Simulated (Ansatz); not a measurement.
## Tl2Se (model cell, started as antifluorite): relaxing the cell for a phonon run

Task: relax Tl2Se (model cell, started as antifluorite) tightly.

Calculated with Ansatz 0.2.0; DFT PBE, scalar-relativistic, plane waves, PAW.

Report form: the programs' logs are mostly left out.

The structure was built from a prototype and need not be the compound's stable phase.

### 1. The structure

It takes space group Fm-3m (No. 225, cubic). Conventional cell: a = 7.715 Å, b = 7.715 Å, c = 7.715 Å, α = 90.00°, β = 90.00°, γ = 90.00°. Nearest to Se lie 8 Tl at 3.34 Å. Nearest to Tl lie 4 Se at 3.34 Å. Farther neighbours and most contacts between anions are not listed.

Structure file:

```cif
data_structure
_symmetry_space_group_name_H-M 'Fm-3m'
_symmetry_Int_Tables_number 225
_cell_length_a 7.7152
_cell_length_b 7.7152
_cell_length_c 7.7152
_cell_angle_alpha 90.000
_cell_angle_beta 90.000
_cell_angle_gamma 90.000
_cell_volume 459.25
loop_
_atom_site_label
_atom_site_type_symbol
_atom_site_symmetry_multiplicity
_atom_site_Wyckoff_symbol
_atom_site_fract_x
_atom_site_fract_y
_atom_site_fract_z
_atom_site_occupancy
Se1 Se 4 a 0.00000 0.00000 0.00000 1
Tl1 Tl 8 c 0.25000 0.75000 0.75000 1
```

### 2. Probe on a coarse mesh

A quick single point on a coarse mesh tells whether the cell has a gap and how far it is from rest, which sets the k mesh and smearing that follow.

The input, input.yaml:

```yaml
crystal:
  lattice:
    - [0.0, 3.85762, 3.85762]
    - [3.85762, 0.0, 3.85762]
    - [3.85762, 3.85762, 0.0]
  atoms:
    - { symbol: Se, position: [0.0, 0.0, 0.0] }
    - { symbol: Tl, position: [0.25, 0.25, 0.25] }
    - { symbol: Tl, position: [0.75, 0.75, 0.75] }
kpoints:
  mp_grid: { grid: [4, 4, 4] }
hamiltonian:
  xc: pbe
scf:
  occupations: { method: gaussian, width: 0.1 }
output:
  forces: true
  stress: true
  eigenvalues: true
```

Launch:

```console
> ansatz run input.yaml --threads 4 --pin off --max-ram 7168MiB --backend cpu --events-out ev --progress --plain --runs-dir out
```

Wall time 0.47 s (4 threads of Arm Neoverse V2, shared host); peak memory 0.37 GiB; 1.5 s of CPU time.

A gap read on the k-mesh alone can miss the band edges.

This step gave:

```
pressure           : -1.168 GPa
volume per atom    : 38.27 Å³
gap on the k-mesh  : 0.3777 eV
direct gap on mesh : 0.3777 eV
```

The coarse mesh shows a gap of 0.38 eV and a pressure of -1.2 GPa.

### 3. Bringing the structure to rest

The cell and atoms are relaxed, since residual forces and stress would shift the frequencies.

input.yaml, the sections that differ from step 2:

```yaml
kpoints:
  mp_grid: { grid: [8, 8, 8] }
scf:
  occupations: { method: gaussian, width: 0.02 }
output:
  forces: true
  stress: true
  eigenvalues: true
  write_density: true
  write_potential: true
  elf: true
  volumetric_format: npy
relax:
  adjacent_minimum: "off"
  f_tol: 0.005
  max_steps: 80
  cell: { stress_tol: 0.05 }
# crystal, hamiltonian: as in step 2
```

Wall time 5.7 s (4 threads); peak memory 0.47 GiB.

Relaxation path:

```csv
step,energy less that of the first step (eV),largest force component (eV/Å),pressure (GPa),volume (Å³)
1,0.0000,0.0000,-1.05,114.81
2,-0.0179,0.0000,-0.48,111.22
3,-0.0223,0.0000,0.06,108.33
4,-0.0223,0.0000,0.00,108.63
5*,-0.0214,0.0000,0.00,108.63
```

Relaxation steps marked * repeat the geometry before them on a plane-wave basis chosen anew for their cell, so energy and pressure can jump there.

The run keeps the 48 symmetry operations that it works with, so distortions that break them were not tested.

```csv
"conventional cell, symmetrised",before,after,change
a (Å),7.715,7.574,-1.8 %
b (Å),7.715,7.574,-1.8 %
c (Å),7.715,7.574,-1.8 %
volume (Å³/atom),38.27,36.21,-5.4 %
```

Final coordinates:

```xyz
3
Lattice="0.0000 3.7871 3.7871 3.7871 0.0000 3.7871 3.7871 3.7871 0.0000" Properties=species:S:1:pos:R:3 pbc="T T T"
Se    0.0000    0.0000    0.0000
Tl    1.8935    1.8935    1.8935
Tl    5.6806    5.6806    5.6806
```

Numbers from this step:

| Quantity | Value |
| --- | --- |
| pressure | -0.004576 GPa |
| volume per atom | 36.21 Å³ |
| gap on the k-mesh | 0.1492 eV |
| direct gap on mesh | 0.1492 eV |

Valence density in the ac plane of a cell with a along [110], b along [-110] and c along [001] of the cube at fractional y = 0.000, with atoms of Se and Tl within 0.2 Å of it. It is the smooth field of the valence electrons, not physical close to the nuclei.

Values in e/Å³, 11 rows by 16 columns, each cell a mean:
```
 9  1  0  0  0  0  0  5  9  1  0  0  0  0  0  5
 0  0  0  1  2  0  0  0  0  0  0  1  2  0  0  0
 0  0  1  4  6  1  0  0  0  0  1  4  6  1  0  0
 0  0  0  2  3  1  0  0  0  0  0  2  3  1  0  0
 0  0  0  0  0  0  0  0  0  0  0  0  0  0  0  0
 0  0  0  0  0  0  0  0  0  0  0  0  0  0  0  0
 0  0  0  0  0  0  0  0  0  0  0  0  0  0  0  0
 0  0  0  3  4  1  0  0  0  0  0  3  4  1  0  0
 0  0  1  4  5  1  0  0  0  0  1  4  5  1  0  0
 1  0  0  1  1  0  0  1  1  0  0  1  1  0  0  1
15  1  0  0  0  0  0  9 15  1  0  0  0  0  0  9
```
Columns run along a (10.7 Å), rows up along c (7.6 Å), edges of the conventional cell, whose origin can differ from the input's. Atoms in or near the plane, at fractional coordinates: Se at (0.00, 0.00), Se at (0.50, 0.00), Tl at (0.25, 0.25), Tl at (0.75, 0.25), Tl at (0.25, 0.75), Tl at (0.75, 0.75).

ELF in the ac plane of a cell with a along [110], b along [-110] and c along [001] of the cube at fractional y = 0.000, with atoms of Se and Tl within 0.2 Å of it. It is the smooth field of the valence electrons, not physical close to the nuclei.

Ten even steps from '0' (0.00) to '9' (0.78), each cell a mean:
```
489841111137995489841111137995
999632343225899999632343225899
997423454423689997423454423689
874234423432367874234423432367
431244100343124431244100343124
111244100353111111244100353111
001345423554100001345423554100
000244555543100000244555543100
000123344331000000123344331000
000001111100000000001111100000
000000010000000000000010000000
000012222211000000012222211000
000134444432000000134444432000
000245544553100000245544553100
001345311454100001345311454100
211244100353112211244100353112
652234201442236652234201442236
986324444432479986324444432479
998523444323799998523444323799
789732232226998789732232226998
269851111137984269851111137984
```
Columns run along a (10.7 Å), rows up along c (7.6 Å), edges of the conventional cell, whose origin can differ from the input's. Atoms in or near the plane, at fractional coordinates: Se at (0.00, 0.00), Se at (0.50, 0.00), Tl at (0.25, 0.25), Tl at (0.75, 0.25), Tl at (0.25, 0.75), Tl at (0.75, 0.75).

Electrostatic potential energy in the ac plane of a cell with a along [110], b along [-110] and c along [001] of the cube at fractional y = 0.000, with atoms of Se and Tl within 0.2 Å of it. With pseudopotentials it is smooth inside the atoms' cores, unlike the true potential.

Values in eV, 11 rows by 16 columns, each cell a mean:
```
 -8  -2   9   7   6   8   3  -9  -8  -2   9   7   6   8   3  -9
  2   8   4 -17 -22   0   8   4   2   8   4 -17 -22   0   8   4
 10   9  -5 -38 -38 -15   8  10  10   9  -5 -38 -38 -15   8  10
 10   9   1 -27 -31  -5   8  10  10   9   1 -27 -31  -5   8  10
 10   9   8   4   3   7   9  10  10   9   8   4   3   7   9  10
 10  10   9   8   8   9  10  10  10  10   9   8   8   9  10  10
 10   9   7  -1  -3   6   9  10  10   9   7  -1  -3   6   9  10
 10   9  -1 -33 -36  -9   8  10  10   9  -1 -33 -36  -9   8  10
 10   9  -3 -36 -38 -13   8  10  10   9  -3 -36 -38 -13   8  10
 -3   6   6  -8 -12   4   8  -1  -3   6   6  -8 -12   4   8  -1
 -5  -4   9   8   8   9   1  -8  -5  -4   9   8   8   9   1  -8
```
Columns run along a (10.7 Å; values clipped at the 3rd and 97th percentile), rows up along c (7.6 Å), edges of the conventional cell, whose origin can differ from the input's. Atoms in or near the plane, at fractional coordinates: Se at (0.00, 0.00), Se at (0.50, 0.00), Tl at (0.25, 0.25), Tl at (0.75, 0.25), Tl at (0.25, 0.75), Tl at (0.75, 0.75).

In this step the volume went from 38.27 to 36.21 Å³/atom.

### 4. Relaxing to small forces for the phonons

Phonons need a cell at rest on their own settings, so the relaxation is repeated with tight tolerances on forces and stress, using the mesh and the filling of the phonon run that follows.

input.yaml, the sections that differ from step 3:

```yaml
crystal:
  lattice:
    - [0.0, 3.7870920244, 3.7870920244]
    - [3.7870920244, 0.0, 3.7870920244]
    - [3.7870920244, 3.7870920244, 0.0]
  atoms:
    - { symbol: Se, position: [0.0, 0.0, 0.0] }
    - { symbol: Tl, position: [0.25, 0.25, 0.25] }
    - { symbol: Tl, position: [0.75, 0.75, 0.75] }
output:
  forces: true
  stress: true
  eigenvalues: true
relax:
  adjacent_minimum: "off"
  f_tol: 0.001
  max_steps: 60
  cell: { stress_tol: 0.01 }
# kpoints, hamiltonian, scf: as in step 3
```

It took 2.2 s on 4 threads; peak memory 0.44 GiB; 8.1 s of CPU time.

Little changed from the start: no atom moved by 0.005 Å and no cell edge by 0.1 %.

This step gave:

```
pressure : -0.004571 GPa
```

The forces vanish by symmetry and the pressure is -0.005 GPa, within the tolerances set. The cell now holds 36.21 Å³/atom.

### 5. What came out

```json
{
 "space group after relaxation": "Fm-3m",
 "lattice constant a": "7.574 Å",
 "lattice constant b": "7.574 Å",
 "lattice constant c": "7.574 Å",
 "volume per atom": "36.2 Å³",
 "gap on the k-mesh": "0.149 eV"
}
```

The forces vanish by symmetry and the pressure is -0.005 GPa, within the tolerances set. The cell now holds 36.21 Å³/atom. The relaxation keeps the symmetry of its start, so it says nothing on stability against lower symmetry. Spin-orbit coupling is left out, which can matter for the heavy elements here. The starting cell was built on a prototype and not taken from a measurement, so the phase need not exist.

[Logs are printed without paths, hosts, clocks, repeated set-up lines and the standing remarks that a program may print on its own settings, such as how far it seeks lower states.]

[Hosts, paths, dates, database ids (printed as entryN), source tags and the programs' standing remarks are cut or masked in the printed files.]
